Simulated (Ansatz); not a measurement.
# Static equation of state of random wurtzite alloy of AlN and GaN (72 atoms)

The cell holds 72 atoms: 22 Al, 36 N and 14 Ga. Cell: a = 9.445 Å, b = 9.444 Å, c = 10.085 Å, α = 90.0°, β = 90.0°, γ = 120.0°. It derives from AlN (wurtzite) and GaN, repeated 3×3×2. The starting structure: Wurtzite AlN, 3 x 3 x 2 conventional cells, 14 of 36 Al sites given to Ga at random (x = 0.389), lattice by Vegard's rule (a = 3.142 Å, c = 5.061 Å); not relaxed, displaced by a Gaussian of 0.02 Å.

Calculated with Ansatz 0.2.0: Kohn-Sham DFT, PBEsol, PAW (set soft_1), plane waves; cutoff 420 eV, Γ point, fixed occupations. Cell and atoms were relaxed first, to V0 = 10.820 Å³ an atom at a residual P0 = -0.014 GPa. The cell was then scaled evenly, and the atoms were relaxed at each volume.

| volume (Å³/atom) | pressure (GPa) |
| --- | --- |
| 9.7378 | 25.62 |
| 10.171 | ? |
| 10.495 | 6.383 |
| 11.144 | -5.507 |
| 11.469 | -10.22 |

Task: Fit the third-order Birch–Murnaghan equation to the rows given and interpolate to the withheld row.

Worked fit:

Take the Eulerian strain f = ½[(V0/V)^(2/3) − 1] and the normalised pressure F = (P − P0) / [3f(1 + 2f)^(5/2)]. The third-order Birch–Murnaghan equation is then the line F = B0 + (3/2)B0(B′ − 4) f, so u = f and v = F.

```
      u = f  v = F (GPa)
  0.0363829      197.058
  0.0102571      197.606
-0.00975652      197.137
 -0.0190508      196.837
```

With n = 4: mean u = 0.00445817, mean v = 197.160, Σ(u − ū)² = 0.0018075, Σ(u − ū)(v − v̄) = 0.0072576. Slope b = 0.0072576 / 0.0018075 = 4.0151; intercept a = v̄ − b ū = 197.14.

So B0 = a = 197 GPa and B′ = 4 + 2b/(3a) = 4.01. At the withheld volume f = 0.02106, F = a + b f = 197.2 GPa, and P = P0 + 3f(1 + 2f)^(5/2) F.

Prediction at 10.171: 13.80 GPa. The run gave 13.81 GPa, so the fit is low by 0.015 GPa (0.11 % of the value).

B′ = 4.0 lies in the range of 3 to 6 that is common for dense crystals. Among the rows given, the largest miss of the fit is at 9.7378, by 0.030 GPa (0.083 % of the range of the table).

Limits: Static cells at zero temperature; the cell shape is held. The program notes that the SCF threshold of these relaxations is loose for the stress. Only the Γ point is sampled, in a cell whose shortest periodic width is 8 Å.

[Logs are printed without paths, hosts, clocks, repeated set-up lines and the standing remarks that a program may print on its own settings, such as how far it seeks lower states.]

[Hosts, paths, dates, database ids (printed as entryN), source tags and the programs' standing remarks are cut or masked in the printed files.]
